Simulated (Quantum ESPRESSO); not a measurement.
# Core-hole calculation of the C K edge in LuC2 (I4/mmm), part 2 of 4

What does one-electron theory with a core hole give for the C K edge of LuC2 (I4/mmm)?

Quantum ESPRESSO 7.5; X-ray absorption near-edge structure, plane-wave PAW LDA, one-electron final states by a Lanczos continued fraction.

So far. Step 2 (The field without a hole): The mesh shows no gap, so the system is treated as a metal and the core electron is put at the Fermi level (neutral cell). Step 3 (Spectrum without a core hole, C atom 2): Main maxima below 24 eV (height): 2.5 eV (1.41), 8.4 eV (1.54), 14.3 eV (1.20), 16.3 eV (0.79) and 20.7 eV (1.18). A K edge sees empty p states on the absorber.

**6. The atom with a core hole**

Level of this step: all-electron atom with a core hole and its PAW potential, LDA, scalar-relativistic (Quantum ESPRESSO).

The final state has one core electron fewer, so a PAW data set is made for an atom with that hole.

C.lda-n-kjpaw-1sch.ld1.in

```
&input
   title='C', zed=6., rel=1, iswitch=3, dft='PZ',
   config='1s1 2s2 2p3'
/
&inputp
   file_pseudopw='C.lda-n-kjpaw-1sch.UPF', author='',
   lpaw=.true.,
   pseudotype=3,
   lloc=-1,
   rcloc=0.9,
   which_augfun='PSQ',
   rmatch_augfun_nc=.true.,
   nlcc=.true.,
   new_core_ps=.true.,
   rcore=0.7,
   tm=.true.,
   zval=5,
   lgipaw_reconstruction=.true., use_paw_as_gipaw=.true.
/
4
2S  1  0  2.00  0.00  1.00  1.20  0.0
2S  1  0  0.00  3.00  1.00  1.20  0.0
2P  2  1  3.00  0.00  0.90  1.40  0.0
2P  2  1  0.00  0.05  0.90  1.40  0.0
```

Started as:

```sh
$ ld1.x < C.lda-n-kjpaw-1sch.ld1.in > C.lda-n-kjpaw-1sch.ld1.out
```

Output:

```text
     [... banner and references ...]
PAW data will be used for GIPAW calculation
     --------------------------- All-electron run ----------------------------

     C
     scalar relativistic calculation

     atomic number is  6.00
     dft =PZ   lsd =0 sic =0 latt =0  beta=0.20 tr2=1.0E-14
     Exchange-correlation= PZ
                           (   1   1   0   0   0   0   0)
     mesh =1073 r(mesh) = 100.30751 a.u. xmin = -7.00 dx = 0.01250
     1 Ry =  13.60569312 eV, c = 137.03599908

     n l     nl                  e(Ry)          e(Ha)          e(eV)
     1 0     1S 1( 1.00)       -23.2328       -11.6164      -316.0979
     2 0     2S 1( 2.00)        -1.1818        -0.5909       -16.0797
     2 1     2P 1( 3.00)        -0.5717        -0.2859        -7.7784

     final scf error:  6.3E-15 reached in  32 iterations

     Etot =     -53.774043 Ry,     -26.887022 Ha,    -731.633133 eV

     Ekin =      53.372641 Ry,      26.686321 Ha,     726.171780 eV
     Encl =    -128.611913 Ry,     -64.305957 Ha,   -1749.854222 eV
     Eh   =      28.740609 Ry,      14.370304 Ha,     391.035902 eV
     Exc  =      -7.275380 Ry,      -3.637690 Ha,     -98.986593 eV

     normalization and overlap integrals

     s(1S/1S) =  1.000000  <r> =   0.2594  <r2> =    0.0906  r(max) =   0.1688
     s(1S/2S) = -0.000134
     s(2S/2S) =  1.000000  <r> =   1.4319  <r2> =    2.4901  r(max) =   1.1005
     s(2P/2P) =  1.000000  <r> =   1.4619  <r2> =    2.8072  r(max) =   0.9712

     ------------------------ End of All-electron run ------------------------

     --------------------- Generating PAW atomic setup --------------------

      Generating local potential from pseudized AE potential:
      Matching radius rcloc =   0.9000

[...]
(   1   1   0   0   0   0   0)
     mesh =1073 r(mesh) = 100.30751 a.u. xmin = -7.00 dx = 0.01250
     1 Ry =  13.60569312 eV, c = 137.03599908

     n l     nl                  e(Ry)          e(Ha)          e(eV)
[...]
final scf error:  6.3E-15 reached in  32 iterations

     Etot =     -53.774043 Ry,     -26.887022 Ha,    -731.633133 eV

     Ekin =      53.372641 Ry,      26.686321 Ha,     726.171780 eV
     Encl =    -128.611913 Ry,     -64.305957 Ha,   -1749.854222 eV
     Eh   =      28.740609 Ry,      14.370304 Ha,     391.035902 eV
     Exc  =      -7.275380 Ry,      -3.637690 Ha,     -98.986593 eV

     normalization and overlap integrals

     s(1S/1S) =  1.000000  <r> =   0.2594  <r2> =    0.0906  r(max) =   0.1688
     s(1S/2S) = -0.000134
     s(2S/2S) =  1.000000  <r> =   1.4319  <r2> =    2.4901  r(max) =   1.1005
     s(2P/2P) =  1.000000  <r> =   1.4619  <r2> =    2.8072  r(max) =   0.9712

     ------------------------ End of All-electron run ------------------------

     ---------------------- Testing the pseudopotential ----------------------

     C
     scalar relativistic calculation

     atomic number is  6.00   valence charge is  5.00
     dft = SLA  PZ   NOGX NOGC   lsd =0 sic =0 latt =0  beta=0.20 tr2=1.0E-14
     mesh =1073 r(mesh) = 100.30751 xmin = -7.00 dx = 0.01250

     n l     nl             e AE (Ry)        e PS (Ry)    De AE-PS (Ry)
     1 0     2S   1( 2.00)       -1.18184       -1.18185        0.00001
     2 1     2P   1( 3.00)       -0.57170       -0.57171        0.00000

     eps = 2.8E-17  iter =  4

     Etot =     -53.774043 Ry,     -26.887022 Ha,    -731.633133 eV
     Etotps =   -21.421566 Ry,     -10.710783 Ha,    -291.455247 eV

     Ekin =      19.252164 Ry,       9.626082 Ha,     261.939038 eV
     Encl =     -49.305716 Ry,     -24.652858 Ha,    -670.838446 eV
     Ehrt =      15.907365 Ry,       7.953682 Ha,     216.430725 eV
     Ecxc =      -7.275378 Ry,      -3.637689 Ha,     -98.986565 eV
     (Ecc =      -0.299787 Ry,      -0.149894 Ha,      -4.078811 eV)

     ---------------------- End of pseudopotential test ----------------------
```

It took 0.73 s on 1 MPI rank of Intel Xeon 6975P-C (Granite Rapids), shared host; peak memory 0.13 GiB.

Removing the core electron and adding it to the valence shell costs the free atom 287.2 eV.

**7. Supercell with XCH, C atom 2**

The holes are 6.1 Å apart. The excited electron is kept in the cell, where it fills the lowest empty states and screens the hole.

scf.in

```
&control
   calculation='scf', prefix='x', pseudo_dir='../pp', outdir='tmp', tprnfor=.true.
/
&system
   ibrav=0, nat=15, ntyp=3, nbnd=59
   ecutwfc=43, ecutrho=400
   occupations='smearing', smearing='mv', degauss=0.015
/
&electrons
   conv_thr=1.5e-07, electron_maxstep=120
   mixing_beta=0.5
/
ATOMIC_SPECIES
Lu 1.0 Lu.lda-spdn-kjpaw.UPF
C0 1.0 C.lda-n-kjpaw-1sch.UPF
C 1.0 C.lda-n-kjpaw.UPF
CELL_PARAMETERS angstrom
  0.00000000 0.00000000 -6.05790000
  1.78295600 5.34886800 -3.02895000
  5.34886800 -1.78295600 -3.02895000
ATOMIC_POSITIONS crystal
Lu   0.00000000 0.00000000 0.00000000
Lu   0.20000000 0.40000000 0.20000000
Lu   0.60000000 0.20000000 0.60000000
Lu   0.40000000 0.80000000 0.40000000
Lu   0.80000000 0.60000000 0.80000000
C0   0.60793700 0.00000000 0.00000000
C    0.80793700 0.40000000 0.20000000
C    0.20793700 0.20000000 0.60000000
C    0.00793700 0.80000000 0.40000000
C    0.40793700 0.60000000 0.80000000
C    0.39206300 0.00000000 0.00000000
C    0.59206300 0.40000000 0.20000000
C    0.99206300 0.20000000 0.60000000
C    0.79206300 0.80000000 0.40000000
C    0.19206300 0.60000000 0.80000000
K_POINTS automatic
5 5 5 0 0 0
```

Started as:

```sh
$ OMP_NUM_THREADS=1 mpirun --oversubscribe --bind-to none -np 4 pw.x -nk 4 -in scf.in > scf.out
```

Output:

```text
     [... banner and references ...]
[banner, memory and clock lines left out]
using ibrav=0 with symmetry is DISCOURAGED, use correct ibrav instead

     G-vector sticks info

     bravais-lattice index     =            0
     lattice parameter (alat)  =      11.4478  a.u.
     unit-cell volume          =    1299.5708 (a.u.)^3
     number of atoms/cell      =           15
     number of atomic types    =            3
     number of electrons       =        96.00
     number of Kohn-Sham states=           59
     kinetic-energy cutoff     =      43.0000  Ry
     charge density cutoff     =     400.0000  Ry
     scf convergence threshold =      1.5E-07
     mixing beta               =       0.5000
     number of iterations used =            8  plain     mixing
     Exchange-correlation= SLA  PZ   NOGX NOGC
                           (   1   1   0   0   0   0   0)

     celldm(1)=  11.447772  celldm(2)=   0.000000  celldm(3)=   0.000000
     celldm(4)=   0.000000  celldm(5)=   0.000000  celldm(6)=   0.000000

     crystal axes: (cart. coord. in units of alat)
               a(1) = (   0.000000   0.000000  -1.000000 )
               a(2) = (   0.294319   0.882957  -0.500000 )
               a(3) = (   0.882957  -0.294319  -0.500000 )

     reciprocal axes: (cart. coord. in units 2 pi/alat)
               b(1) = ( -0.679534 -0.339767 -1.000000 )
               b(2) = (  0.339767  1.019302  0.000000 )
               b(3) = (  1.019302 -0.339767  0.000000 )

     PseudoPot. #1 for Lu:     Pseudo is Projector augmented-wave + core cor, Zval = 11.0

     ../pp/C.lda-n-kjpaw-1sch.UPF
     Pseudo is Projector augmented-wave + core cor, Zval =  5.0
[...]
k = 0.0000 0.0000 0.0000 (  6211 PWs)   bands (ev):

   -44.7845 -44.6211 -44.6105 -44.6105 -44.6105 -15.6870 -15.6870 -15.6335
   -15.6083 -15.4836 -15.4836 -15.4465 -15.4333 -15.4306 -15.3683 -15.3683
   -15.2360 -15.2360 -15.2359 -15.1434  -6.0703  -4.2792  -3.5647  -3.5647
    -3.5642   3.3450   4.4328   4.4328   4.6126   4.6338   4.6338   4.6680
     5.1483   5.1732   5.9252   5.9252   6.3186   6.3538   6.4684   6.9236
     7.5900   7.5900   7.6856   7.8650   7.8650  10.4307  10.4307  10.9210
    10.9371  10.9371  11.1095  11.8501  13.8134  14.1198  14.1198  14.7760
    14.7785  14.8215  15.0655

     [... bands of 20 further k-points ...]

     the Fermi energy is    11.3367 ev

!    total energy              =   -3431.97907239 Ry
     total all-electron energy =   -146282.587672 Ry
     estimated scf accuracy    <       0.00000004 Ry
     smearing contrib. (-TS)   =       0.00064567 Ry
     internal energy E=F+TS    =   -3431.97971806 Ry

     The total energy is F=E-TS. E is the sum of the following terms:
     one-electron contribution =     -56.20208536 Ry
     hartree contribution      =      78.18401749 Ry
     xc contribution           =    -325.49381328 Ry
     ewald contribution        =    -439.85455892 Ry
     one-center paw contrib.   =   -2688.61327800 Ry

     convergence has been achieved in  11 iterations

     negative rho (up, down):  9.798E-04 0.000E+00

     Forces acting on atoms (cartesian axes, Ry/au):

     atom    1 type  1   force =     0.00000000    0.00000000   -0.00858171
     atom    2 type  1   force =    -0.00900054   -0.00785707    0.00073079
     atom    3 type  1   force =     0.00785707   -0.00900054    0.00073079
[...]
atom   14 type  3   force =     0.00023557    0.00091720   -0.01455346
     atom   15 type  3   force =     0.00091720   -0.00023557   -0.01455346

     Total force =     0.049493     Total SCF correction =     0.000334

     XML data file, charge density, pseudopotentials, collected wavefunctions
```

The job ended after 46 s (4 MPI ranks; peak memory 0.34 GiB; 3.1 min of CPU time).

Energy with the hole: -1990275.997 eV, cores included.

[end of part 2 of 4]

[Banner, clock and machine lines of the logs are left out without a mark of their own.]

[Logs are printed without paths, hosts, clocks, repeated set-up lines and the standing remarks that a program may print on its own settings, such as how far it seeks lower states.]

[Hosts, paths, dates, database ids (printed as entryN), source tags and the programs' standing remarks are cut or masked in the printed files.]

[Lists of maxima count a maximum above −3 eV only where it reaches 4 % of the highest in the window and stands out from its surroundings by 2 % of it (1.5 % where it reaches 55 %); shoulders and weaker maxima are passed over, and of the rest the first, up to two pre-edge ones and the few strongest are named.]
